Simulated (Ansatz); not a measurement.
## Decaying states in the gap of KZnCl3

A new crystal, KZnCl3: structure, gap and complex bands. It is built by putting Cl for F in the KZnF3 structure of space group Pm-3m, with the volume rescaled by atomic radii. The parent structure comes from the Materials Project.

Program: Ansatz 0.2.0. Level of theory: PBEsol DFT, plane waves, PAW files, in the first sound run; inputs show where later runs differ. Results are calculated unless marked as measured.

The structure was built from a prototype and need not be the compound's stable phase.

### 1. The structure

Symmetry: Pm-3m, No. 221, cubic system. The conventional cell has a = 4.530 Å, b = 4.530 Å, c = 4.530 Å, α = 90.00°, β = 90.00°, γ = 90.00°. K has 12 Cl at 3.20 Å nearest. Nearest to Zn lie 6 Cl at 2.27 Å. Nearest to Cl lie 2 Zn at 2.27 Å and 4 K at 3.20 Å. It derives from KZnF3. Cl for F in the KZnF3 structure of space group Pm-3m. Farther neighbours and most contacts between anions are not listed.

Coordinates:

```cif
data_structure
_symmetry_space_group_name_H-M 'P 1'
_symmetry_Int_Tables_number 1
_cell_length_a 4.5301
_cell_length_b 4.5301
_cell_length_c 4.5301
_cell_angle_alpha 90.000
_cell_angle_beta 90.000
_cell_angle_gamma 90.000
_cell_volume 92.97
loop_
_atom_site_label
_atom_site_type_symbol
_atom_site_fract_x
_atom_site_fract_y
_atom_site_fract_z
_atom_site_occupancy
K1 K 0.00000 0.00000 0.00000 1
Zn2 Zn 0.50000 0.50000 0.50000 1
Cl3 Cl 0.00000 0.50000 0.50000 1
Cl4 Cl 0.50000 0.00000 0.50000 1
Cl5 Cl 0.50000 0.50000 0.00000 1
```

### 2. Cell and atoms at rest

The substituted atoms don't fit the parent's cell, so cell and atoms relax together. A small smearing keeps the run stable in case the gap closes on the way.

Contents of input.yaml:

```yaml
crystal:
  lattice:
    - [4.5301151981, 0.0, 0.0]
    - [0.0, 4.5301151981, 0.0]
    - [0.0, 0.0, 4.5301151981]
  atoms:
    - { symbol: K, position: [0.0, 0.0, 0.0] }
    - { symbol: Zn, position: [0.5, 0.5, 0.5] }
    - { symbol: Cl, position: [0.0, 0.5, 0.5] }
    - { symbol: Cl, position: [0.5, 0.0, 0.5] }
    - { symbol: Cl, position: [0.5, 0.5, 0.0] }
kpoints:
  mp_grid: { grid: [6, 6, 6] }
scf:
  occupations: { method: gaussian, width: 0.03 }
hamiltonian:
  xc: pbesol
output:
  forces: true
  stress: true
relax:
  f_tol: 0.02
  max_steps: 60
  cell: {}
```

The run is started by

```sh
> ansatz run input.yaml --threads 2 --pin off --max-ram 4096MiB --backend cpu --events-out ev --progress --plain --runs-dir out
```

Numbers of over 12 decimals in the logs are rounded to 6 here.

The program printed:

```text
Engine: ansatz 0.2.0, aarch64-unknown-linux-gnu
Pseudopotentials: kind: paw
Pseudopotential: K, paw, valence charge 9, recommended cutoff 420 eV (normal), K.paw.azcp
Pseudopotential: Zn, paw, valence charge 12, recommended cutoff 420 eV (normal), Zn.paw.azcp
Pseudopotential: Cl, paw, valence charge 7, recommended cutoff 420 eV (normal), Cl.paw.azcp
Functional definition: PBEsol
  exchange = pbesol_x
  correlation = pbesol_c
Crystal: 5 atoms, lattice volume = 92.967 Å³
Basis set: ecut = 420 eV, 1839 PW (Γ), exchange–correlation on 64×64×64 points (8 copies of the dense FFT grid, shifted against one another)
Bands: 26, of which v1, the nominal top of the filled ones, is band 21 counted from 1 (20 counted from 0)
Symmetry: 48 space group operations
Space group: Pm-3m (ITA 221), of the structure as read, at distance tolerance 4.5e-5 Å
k-points: 20 of 216
Non-local potential: K, projectors of the file, l = 0: 3, l = 1: 2, l = 2: 2
Non-local potential: Zn, projectors of the file, l = 0: 2, l = 1: 2, l = 2: 3, l = 3: 1
Non-local potential: Cl, projectors of the file, l = 0: 2, l = 1: 2, l = 2: 2
PAW form: soft (Blöchl's): semilocal exchange-correlation on the pseudo side does not see the compensation charge
PAW frozen core: K, regenerated for the run's functional, and the local potential with it (the file was generated under x = pbe(κ = 0.804, μ = 0.219515), c = pbe(β = 0.066725))
PAW frozen core: Zn, regenerated for the run's functional, and the local potential with it (the file was generated under x = pbe(κ = 0.804, μ = 0.219515), c = pbe(β = 0.066725))
PAW frozen core: Cl, regenerated for the run's functional, and the local potential with it (the file was generated under x = pbe(κ = 0.804, μ = 0.219515), c = pbe(β = 0.066725))
PAW one-centre angular grid: K, 110 points (default); XC on 64 Gauss nodes
PAW one-centre angular grid: Zn, 590 points (default); XC on 64 Gauss nodes
PAW one-centre angular grid: Cl, 110 points (default); XC on 64 Gauss nodes
Initial density: superposition of atomic densities (neutral atoms: chi_scale 0, normalization atom), corrected by the library's trained network
Initial wavefunctions: pseudopotential atomic-orbital guess
Functional: x = pbesol(κ = 0.804, μ = 0.123457), c = pbesol(β = 0.046)
SCF iter   1: F=—  HF=-7985.604599 eV  |F-HF|=—  |Δ(HF+E_count)|=         —  Δρ=6.00e-3  dr2=2.89e-2  ethr=1.77e-3  ⟨swp⟩=8.4  Hψ=2794  notcnv=0
preconditioner: auto → Resta (q_TF=auto, 2.390 Å⁻¹)  ε∞=4.2  [insulator: Δε(μ)=1.651 eV  Ē_g=13.664 eV  σ=0.030 eV  W_gap=1.00  n_scr=18 (ndim 8)  ℏωp=24.4 eV  f_vac=0.006  D(μ)=0.00/eV (n_scr^D=0)  ε∞_Penn≈4.2]
SCF iter   2: F=—  HF=-7985.596410 eV  |F-HF|=—  |Δ(HF+E_count)|=   8.19e-3  Δρ=2.22e-3  dr2=5.30e-3  ethr=6.88e-5  ⟨swp⟩=2.0  Hψ=1036  notcnv=0  defer=20
SCF iter   3: F=—  HF=-7985.595602 eV  |F-HF|=—  |Δ(HF+E_count)|=   8.08e-4  Δρ=1.61e-3  dr2=1.36e-3  ethr=1.26e-5  ⟨swp⟩=2.0  Hψ=898  notcnv=0  defer=20
SCF iter   4: F=—  HF=-7985.595167 eV  |F-HF|=—  |Δ(HF+E_count)|=   4.35e-4  Δρ=3.90e-4  dr2=8.58e-5  ethr=3.24e-6  ⟨swp⟩=2.0  Hψ=744  notcnv=0  defer=20
SCF iter   5: F=—  HF=-7985.595178 eV  |F-HF|=—  |Δ(HF+E_count)|=   1.06e-5  Δρ=5.65e-5  dr2=4.35e-6  ethr=2.04e-7  ⟨swp⟩=2.5  Hψ=898  notcnv=0  defer=20
SCF iter   6: F=—  HF=-7985.595179 eV  |F-HF|=—  |Δ(HF+E_count)|=   1.77e-6  Δρ=2.35e-5  dr2=4.57e-7  ethr=1.04e-8  ⟨swp⟩=2.0  Hψ=891  notcnv=0  defer=20
SCF iter   7: F=-7985.595179 eV  HF=-7985.595179 eV  |F-HF|=6.64e-9  |Δ(HF+E_count)|=   7.39e-8  Δρ=4.70e-6  dr2=2.77e-8  ethr=2.38e-10  ⟨swp⟩=4.3  Hψ=1845  notcnv=0
SCF 1 converged in 7 iterations: F = -7985.595179 eV  dr2 = 2.77e-8
  greatest PAW one-centre occupation: 0.988 electrons in one spin orbital (limit 2), on the Zn atom at site 1 (counted from 0), in its partial waves of l = 2
relax step   1: F+E_penalty+E_count = -7985.59517932 eV  Δ(F+E_penalty+E_count) = +0.000e0 eV  max|allowed force component| = 2.347e-28 eV/Å  Δτ_max = 0.0000 Å  P = +14.827 GPa  Ω = 92.967 Å³  (7 SCF iters, dr2 threshold 1.00e-7 eV, accepted)
Crystal: 5 atoms, lattice volume = 105.295 Å³
Basis set: ecut = 420 eV, 2103 PW (Γ), exchange–correlation on 64×64×64 points (8 copies of the dense FFT grid, shifted against one another)
Initial density: handed on by an earlier stage of this run
Initial wavefunctions: those handed on with the density
iter 1 solved again at ethr=5.92e-5 eV; its pass at ethr=3.10e-3 eV (dr2=2.49e-2 eV) is discarded
SCF iter   1: F=—  HF=-7986.311054 eV  |F-HF|=—  |Δ(HF+E_count)|=         —  Δρ=3.99e-3  dr2=2.45e-2  ethr=5.92e-5  ⟨swp⟩=2.1  Hψ=3439  notcnv=0
preconditioner: auto → Resta (q_TF=auto, 2.341 Å⁻¹)  ε∞=4.0  [insulator: Δε(μ)=1.649 eV  Ē_g=13.224 eV  σ=0.030 eV  W_gap=1.00  n_scr=26 (ndim 8)  ℏωp=22.9 eV  f_vac=0.020  D(μ)=0.00/eV (n_scr^D=0)  ε∞_Penn≈4.0]
SCF iter   2: F=—  HF=-7986.303518 eV  |F-HF|=—  |Δ(HF+E_count)|=   7.54e-3  Δρ=2.41e-3  dr2=7.27e-3  ethr=5.83e-5  ⟨swp⟩=2.5  Hψ=922  notcnv=0
SCF iter   3: F=—  HF=-7986.301410 eV  |F-HF|=—  |Δ(HF+E_count)|=   2.11e-3  Δρ=1.20e-3  dr2=2.70e-3  ethr=1.73e-5  ⟨swp⟩=2.0  Hψ=1030  notcnv=0  defer=17
SCF iter   4: F=—  HF=-7986.300540 eV  |F-HF|=—  |Δ(HF+E_count)|=   8.70e-4  Δρ=4.05e-4  dr2=1.68e-4  ethr=6.42e-6  ⟨swp⟩=2.0  Hψ=930  notcnv=0  defer=18
SCF iter   5: F=—  HF=-7986.300528 eV  |F-HF|=—  |Δ(HF+E_count)|=   1.15e-5  Δρ=6.02e-5  dr2=3.59e-6  ethr=4.00e-7  ⟨swp⟩=2.4  Hψ=820  notcnv=0  defer=18
SCF iter   6: F=—  HF=-7986.300531 eV  |F-HF|=—  |Δ(HF+E_count)|=   2.43e-6  Δρ=3.43e-5  dr2=8.06e-7  ethr=1.19e-9  ⟨swp⟩=5.0  Hψ=2163  notcnv=0
SCF iter   7: F=-7986.300530 eV  HF=-7986.300530 eV  |F-HF|=3.30e-9  |Δ(HF+E_count)|=   3.08e-7  Δρ=3.25e-6  dr2=7.24e-9  ethr=1.19e-9  ⟨swp⟩=4.4  Hψ=1865  notcnv=0
SCF 2 converged in 7 iterations: F = -7986.300530 eV  dr2 = 7.24e-9
relax step   2: F+E_penalty+E_count = -7986.30053041 eV  Δ(F+E_penalty+E_count) = -7.054e-1 eV  max|allowed force component| = 3.800e-30 eV/Å  Δτ_max = 0.0000 Å  P = +4.649 GPa  Ω = 105.295 Å³  energy of the carried Pulay correction = -3.108e-3 eV  (7 SCF iters, dr2 threshold 5.00e-7 eV, accepted)
Crystal: 5 atoms, lattice volume = 112.072 Å³
Basis set: ecut = 420 eV, 2109 PW (Γ), exchange–correlation on 64×64×64 points (8 copies of the dense FFT grid, shifted against one another)
iter 1 solved again at ethr=2.19e-5 eV; its pass at ethr=3.10e-3 eV (dr2=9.20e-3 eV) is discarded
SCF iter   1: F=—  HF=-7986.422597 eV  |F-HF|=—  |Δ(HF+E_count)|=         —  Δρ=2.08e-3  dr2=7.58e-3  ethr=2.19e-5  ⟨swp⟩=2.1  Hψ=3350  notcnv=0
preconditioner: auto → Resta (q_TF=auto, 2.317 Å⁻¹)  ε∞=3.9  [insulator: Δε(μ)=1.596 eV  Ē_g=13.019 eV  σ=0.030 eV  W_gap=1.00  n_scr=26 (ndim 8)  ℏωp=22.2 eV  f_vac=0.021  D(μ)=0.00/eV (n_scr^D=0)  ε∞_Penn≈3.9]
SCF iter   2: F=—  HF=-7986.420138 eV  |F-HF|=—  |Δ(HF+E_count)|=   2.46e-3  Δρ=1.21e-3  dr2=1.99e-3  ethr=1.81e-5  ⟨swp⟩=2.0  Hψ=898  notcnv=0
SCF iter   3: F=—  HF=-7986.419490 eV  |F-HF|=—  |Δ(HF+E_count)|=   6.48e-4  Δρ=6.19e-4  dr2=8.32e-4  ethr=4.75e-6  ⟨swp⟩=2.0  Hψ=735  notcnv=0
SCF iter   4: F=—  HF=-7986.419186 eV  |F-HF|=—  |Δ(HF+E_count)|=   3.05e-4  Δρ=2.04e-4  dr2=5.40e-5  ethr=1.98e-6  ⟨swp⟩=2.1  Hψ=886  notcnv=0
SCF iter   5: F=—  HF=-7986.419167 eV  |F-HF|=—  |Δ(HF+E_count)|=   1.81e-5  Δρ=3.75e-5  dr2=1.36e-6  ethr=1.29e-7  ⟨swp⟩=2.2  Hψ=856  notcnv=0
SCF iter   6: F=-7986.419169 eV  HF=-7986.419169 eV  |F-HF|=7.15e-8  |Δ(HF+E_count)|=   1.33e-6  Δρ=1.29e-5  dr2=1.12e-7  ethr=1.19e-9  ⟨swp⟩=5.0  Hψ=2079  notcnv=0
SCF 3 converged in 6 iterations: F = -7986.419169 eV  dr2 = 1.12e-7
relax step   3: F+E_penalty+E_count = -7986.41916874 eV  Δ(F+E_penalty+E_count) = -1.186e-1 eV  max|allowed force component| = 8.415e-30 eV/Å  Δτ_max = 0.0000 Å  P = +1.222 GPa  Ω = 112.072 Å³  energy of the carried Pulay correction = -4.659e-3 eV  (6 SCF iters, dr2 threshold 5.00e-7 eV, accepted)
[...]
relax step   4: F+E_penalty+E_count = -7986.42977525 eV  Δ(F+E_penalty+E_count) = -1.061e-2 eV  max|allowed force component| = 7.941e-30 eV/Å  Δτ_max = 0.0000 Å  P = -0.111 GPa  Ω = 115.450 Å³  energy of the carried Pulay correction = -5.394e-3 eV  (5 SCF iters, dr2 threshold 5.00e-7 eV, accepted)
[...]
relax step   5: F+E_penalty+E_count = -7986.42994336 eV  Δ(F+E_penalty+E_count) = -1.681e-4 eV  max|allowed force component| = 4.194e-30 eV/Å  Δτ_max = 0.0000 Å  P = -0.001 GPa  Ω = 115.151 Å³  energy of the carried Pulay correction = -5.330e-3 eV  (5 SCF iters, dr2 threshold 3.07e-8 eV, accepted)
Basis set: ecut = 420 eV, 2301 PW (Γ), exchange–correlation on 72×72×72 points (8 copies of the dense FFT grid, shifted against one another)
Initial wavefunctions: pseudopotential atomic-orbital guess (no wavefunctions were taken with the density)
iter 1 solved again at ethr=4.82e-7 eV; its pass at ethr=3.10e-3 eV (dr2=2.02e-4 eV) is discarded
SCF iter   1: F=—  HF=-7986.429960 eV  |F-HF|=—  |Δ(HF+E_count)|=         —  Δρ=9.49e-4  dr2=3.37e-5  ethr=4.82e-7  ⟨swp⟩=3.0  Hψ=3962  notcnv=0
preconditioner: auto → Resta (q_TF=auto, 2.306 Å⁻¹)  ε∞=3.9  [insulator: Δε(μ)=1.543 eV  Ē_g=12.950 eV  σ=0.030 eV  W_gap=1.00  n_scr=26 (ndim 8)  ℏωp=21.9 eV  f_vac=0.031  D(μ)=0.00/eV (n_scr^D=0)  ε∞_Penn≈3.9]
SCF iter   2: F=—  HF=-7986.434649 eV  |F-HF|=—  |Δ(HF+E_count)|=   4.69e-3  Δρ=4.98e-4  dr2=1.97e-5  ethr=8.03e-8  ⟨swp⟩=2.0  Hψ=938  notcnv=0
SCF iter   3: F=—  HF=-7986.436088 eV  |F-HF|=—  |Δ(HF+E_count)|=   1.44e-3  Δρ=1.27e-4  dr2=1.23e-6  ethr=4.70e-8  ⟨swp⟩=2.2  Hψ=816  notcnv=0
SCF iter   4: F=—  HF=-7986.436184 eV  |F-HF|=—  |Δ(HF+E_count)|=   9.66e-5  Δρ=6.45e-6  dr2=2.47e-8  ethr=2.92e-9  ⟨swp⟩=2.2  Hψ=880  notcnv=0
SCF iter   5: F=—  HF=-7986.436184 eV  |F-HF|=—  |Δ(HF+E_count)|=   3.65e-8  Δρ=5.09e-6  dr2=5.87e-9  ethr=5.88e-11  ⟨swp⟩=2.3  Hψ=856  notcnv=0
SCF iter   6: F=—  HF=-7986.436184 eV  |F-HF|=—  |Δ(HF+E_count)|=   1.07e-7  Δρ=2.09e-6  dr2=1.49e-9  ethr=1.40e-11  ⟨swp⟩=2.0  Hψ=886  notcnv=0
SCF iter   7: F=—  HF=-7986.436184 eV  |F-HF|=—  |Δ(HF+E_count)|=   2.45e-8  Δρ=2.70e-7  dr2=1.61e-10  ethr=3.55e-12  ⟨swp⟩=3.0  Hψ=913  notcnv=0
SCF iter   8: F=-7986.436184 eV  HF=-7986.436184 eV  |F-HF|=9.09e-13  |Δ(HF+E_count)|=  1.41e-10  Δρ=7.35e-8  dr2=1.24e-11  ethr=1.00e-12  ⟨swp⟩=4.0  Hψ=1721  notcnv=0
SCF 6 converged in 8 iterations: F = -7986.436184 eV  dr2 = 1.24e-11
relax step   6: F+E_penalty+E_count = -7986.43618421 eV  Δ(F+E_penalty+E_count) = -6.241e-3 eV  max|allowed force component| = 5.785e-30 eV/Å  Δτ_max = 0.0000 Å  P = +0.033 GPa  Ω = 115.151 Å³  stress off target by 3.32e-2 GPa  SCF on the basis re-selected at this cell (its energy is not comparable with the rows above)  (8 SCF iters)
basis re-selected at this cell: Δ(F+E_penalty+E_count) = -6.241e-3 eV, ΔP = +0.034 GPa vs the last step (what re-selecting the basis moved, of the pressure what is left beyond the Pulay correction that the steps carried, after the strain that the cell walked since its last selection, with what the two solves' SCF thresholds leave and, on support functions, any second-order correction that the steps lacked; it is no measure of the basis error at this ecutwfc). The dense FFT grid was sized anew with the basis: this SCF ran on 36×36×36 points, the steps before it on 32×32×32, so part of this shift can come from that change (see relax.cell in the input reference). [rest of the remark cut]
SCF converged after 8 iterations
Free energy (F): -7986.436184 eV
Harris-Foulkes:  -7986.436184 eV  (|F-HF|=9.09e-13)
Internal energy: -7986.436184 eV  (E = F + TS)
E sigma→0 (E₀):  -7986.436184 eV
Fermi energy:    3.982734 eV
--- Per-component energies (eV) ---
  E_band       = -150.625504
  E_kinetic    = 868.278884
  E_local      = -3341.688233  (includes V_loc(G=0)·N_el)
  E_nonlocal   = 720.718232
  E_hartree    = 1303.621650
  E_xc         = -586.329927
  E_vxc        = -579.494091  (∫ρ·V_xc dr)
  E_paw        = -4482.970451  (= ΣΔE_a)
  E_vpaw       = -425.683652  (= ΣTr[D̂ρ^β])
  E_aug_tail   = -0.000081  (compensation charges beyond the density's cutoff)
  E_ewald      = -2469.206794
  E_core_change = 1.140536  (= ΣΔE_core)
  E_smearing   = -0.000000  (= −TS)
  E_closure    = 0.000000  (closes the sum)
  Σ components = -7986.436184   (vs F -7986.436184, Δ=0.00e0)
--- Forces (eV/Å), atoms counted from 1 ---
  atom   1  K      0.00000000     0.00000000     0.00000000
  atom   2  Zn     0.00000000     0.00000000     0.00000000
  atom   3  Cl    -0.00000000    -0.00000000     0.00000000
  atom   4  Cl    -0.00000000     0.00000000    -0.00000000
  atom   5  Cl    -0.00000000     0.00000000     0.00000000
  max |Σ_I F_I| component: 7.89e-30 eV/Å
--- Stress (GPa, compression-positive) ---
        0.033212       0.000000       0.000000
        0.000000       0.033212       0.000000
        0.000000       0.000000       0.033212
  P = ⅓ Tr σ = 0.0332 GPa (0.332 kbar)
--- Relaxed structure (5 steps of the walk, 5 accepted, 1 SCFs on fresh bases) ---
  F+E_penalty+E_count = -7986.43618421 eV   max|allowed force component| = 5.785e-30 eV/Å   (the final SCF, on the basis selected at the relaxed cell)
  cell:  # Å, volume = 115.1515 Å³
    - [4.865078, 0, 0]
    - [0, 4.865078, 0.0]
    - [0, 0.0, 4.865078]
  atoms:
    - { symbol: K, position: [0, 0, 0] }
    - { symbol: Zn, position: [0.5, 0.5, 0.5] }
    - { symbol: Cl, position: [0, 0.5, 0.5] }
    - { symbol: Cl, position: [0.5, 0, 0.5] }
    - { symbol: Cl, position: [0.5, 0.5, 0] }
```

Run time: 9.3 s. Hardware: 2 threads of Arm Neoverse V1, shared host; peak memory 0.4 GiB; 18 s of CPU time.

Relaxation path:

```csv
step,energy less that of the first step (eV),largest force component (eV/Å),pressure (GPa),volume (Å³)
1,0.0000,0.0000,14.83,92.97
2,-0.7054,0.0000,4.65,105.29
3,-0.8240,0.0000,1.22,112.07
4,-0.8346,0.0000,-0.11,115.45
5,-0.8348,0.0000,0.00,115.15
6*,-0.8410,0.0000,0.03,115.15
```

Relaxation steps marked * repeat the geometry before them on a plane-wave basis chosen anew for their cell, so energy and pressure can jump there.

Forces are held to the 48 operations that the run works with; a distortion that breaks them can't arise in this run.

```csv
"conventional cell, symmetrised",before,after,change
a (Å),4.530,4.865,+7.4 %
b (Å),4.530,4.865,+7.4 %
c (Å),4.530,4.865,+7.4 %
volume (Å³/atom),18.59,23.03,+23.9 %
```

This step gave:

```
free energy  : -7986.4362 eV
Fermi energy : 3.983 eV
pressure     : 0.03321 GPa
```

The largest force component on a free atom ends at 5.8e-30 eV/Å.

### 3. Band edges

The energy window and the wavevectors of the next steps follow from the band edges, so these are searched first, off the mesh as well.

Contents of input.yaml:

```yaml
crystal:
  lattice:
    - [4.8650781232, 0.0, 0.0]
    - [0.0, 4.8650781232, 0.0]
    - [0.0, 0.0, 4.8650781232]
  atoms:
    - { symbol: K, position: [0.0, 0.0, 0.0] }
    - { symbol: Zn, position: [0.5, 0.5, 0.5] }
    - { symbol: Cl, position: [0.0, 0.5, 0.5] }
    - { symbol: Cl, position: [0.5, 0.0, 0.5] }
    - { symbol: Cl, position: [0.5, 0.5, 0.0] }
kpoints:
  mp_grid: { grid: [6, 6, 6] }
  band_path: { path: [VBM, CBM], npoints: 30 }
scf:
  occupations: { method: fixed }
hamiltonian:
  xc: pbesol
output:
  eigenvalues: true
  write_potential: true
  write_density: true
  volumetric_format: npy
```

The program printed:

```text
[...]
Crystal: 5 atoms, lattice volume = 115.151 Å³
Basis set: ecut = 420 eV, 2301 PW (Γ)
Bands: 26, of which v1, the nominal top of the filled ones, is band 21 counted from 1 (20 counted from 0)
Symmetry: 48 space group operations
[...]
k-points: 20 of 216
[...]
SCF iter   1: F=—  HF=-7986.445765 eV  |F-HF|=—  |Δ(HF+E_count)|=         —  Δρ=4.65e-3  dr2=2.88e-2  ethr=1.77e-3  ⟨swp⟩=5.7  Hψ=2406  notcnv=0  defer=50
[...]
SCF iter   7: F=-7986.436218 eV  HF=-7986.436218 eV  |F-HF|=9.42e-9  |Δ(HF+E_count)|=   1.05e-7  Δρ=3.66e-6  dr2=2.94e-8  ethr=2.38e-10  ⟨swp⟩=8.5  Hψ=1947  notcnv=0
SCF 1 converged in 7 iterations: F = -7986.436218 eV  dr2 = 2.94e-8
[...]
NSCF: frozen V_eff on 20 k-points
[...]
SCF converged after 7 iterations
Free energy (F): -7986.436218 eV
[...]
Internal energy: -7986.436218 eV  (E = F + TS)
E sigma→0 (E₀):  -7986.436218 eV
Fermi energy:    3.210165 eV
[...]
--- Band table (eV; the first three rows and the last of 20) ---
  k-point 0: bands = [... 17 lower, 2.3536, 2.6778, 2.6778, 2.6778, 4.7548, 8.6317, 10.0841, 10.0841, ... 1 higher]
  k-point 1: bands = [... 17 lower, 2.3027, 2.3027, 2.6213, 2.6213, 5.4222, 9.0110, 10.2956, 10.4171, ... 1 higher]
  k-point 2: bands = [... 17 lower, 2.1727, 2.1727, 2.5328, 2.5328, 6.8252, 9.9190, 10.7531, 11.1889, ... 1 higher]
  k-point 19: bands = [... 17 lower, 3.1919, 3.2102, 3.2102, 3.2102, 9.4539, 9.4539, 9.4539, 9.8026, ... 1 higher]
```

The job ended after 5.8 s (2 threads; peak memory 0.37 GiB).

The column dr2 measures how far the density is from self-consistency, as an energy; F and HF (Harris–Foulkes) agree once it is small.

Numbers from this step:

```
Fermi energy        : 3.210 eV
gap on the k-mesh   : 1.545 eV
gap on path         : 1.545 eV, by band count; negative where bands overlap
direct gap on path  : 2.077 eV
edge places on path : 0, 1.118 1/A along the path
```

The electronic bands at the labelled points (eV, zero at the Fermi level (highest filled level under fixed occupations); v1 is the highest filled band, c1 the lowest empty one):

```csv
point,v4,v3,v2,v1,c1,c2,c3,c4
VBM,-0.02,0.00,0.00,0.00,6.24,6.24,6.24,6.59
halfway,-1.44,-0.46,-0.33,-0.33,4.16,7.09,8.05,8.05
CBM,-0.86,-0.53,-0.53,-0.53,1.54,5.42,6.87,6.87
```

The searched edges give 1.54 eV, as on the mesh.

(Continued in part 2 of 2.)

[Logs are printed without paths, hosts, clocks, repeated set-up lines and the standing remarks that a program may print on its own settings, such as how far it seeks lower states.]

[Hosts, paths, dates, database ids (printed as entryN), source tags and the programs' standing remarks are cut or masked in the printed files.]

[New means built here by substitution; the compound itself may be known and measured.]
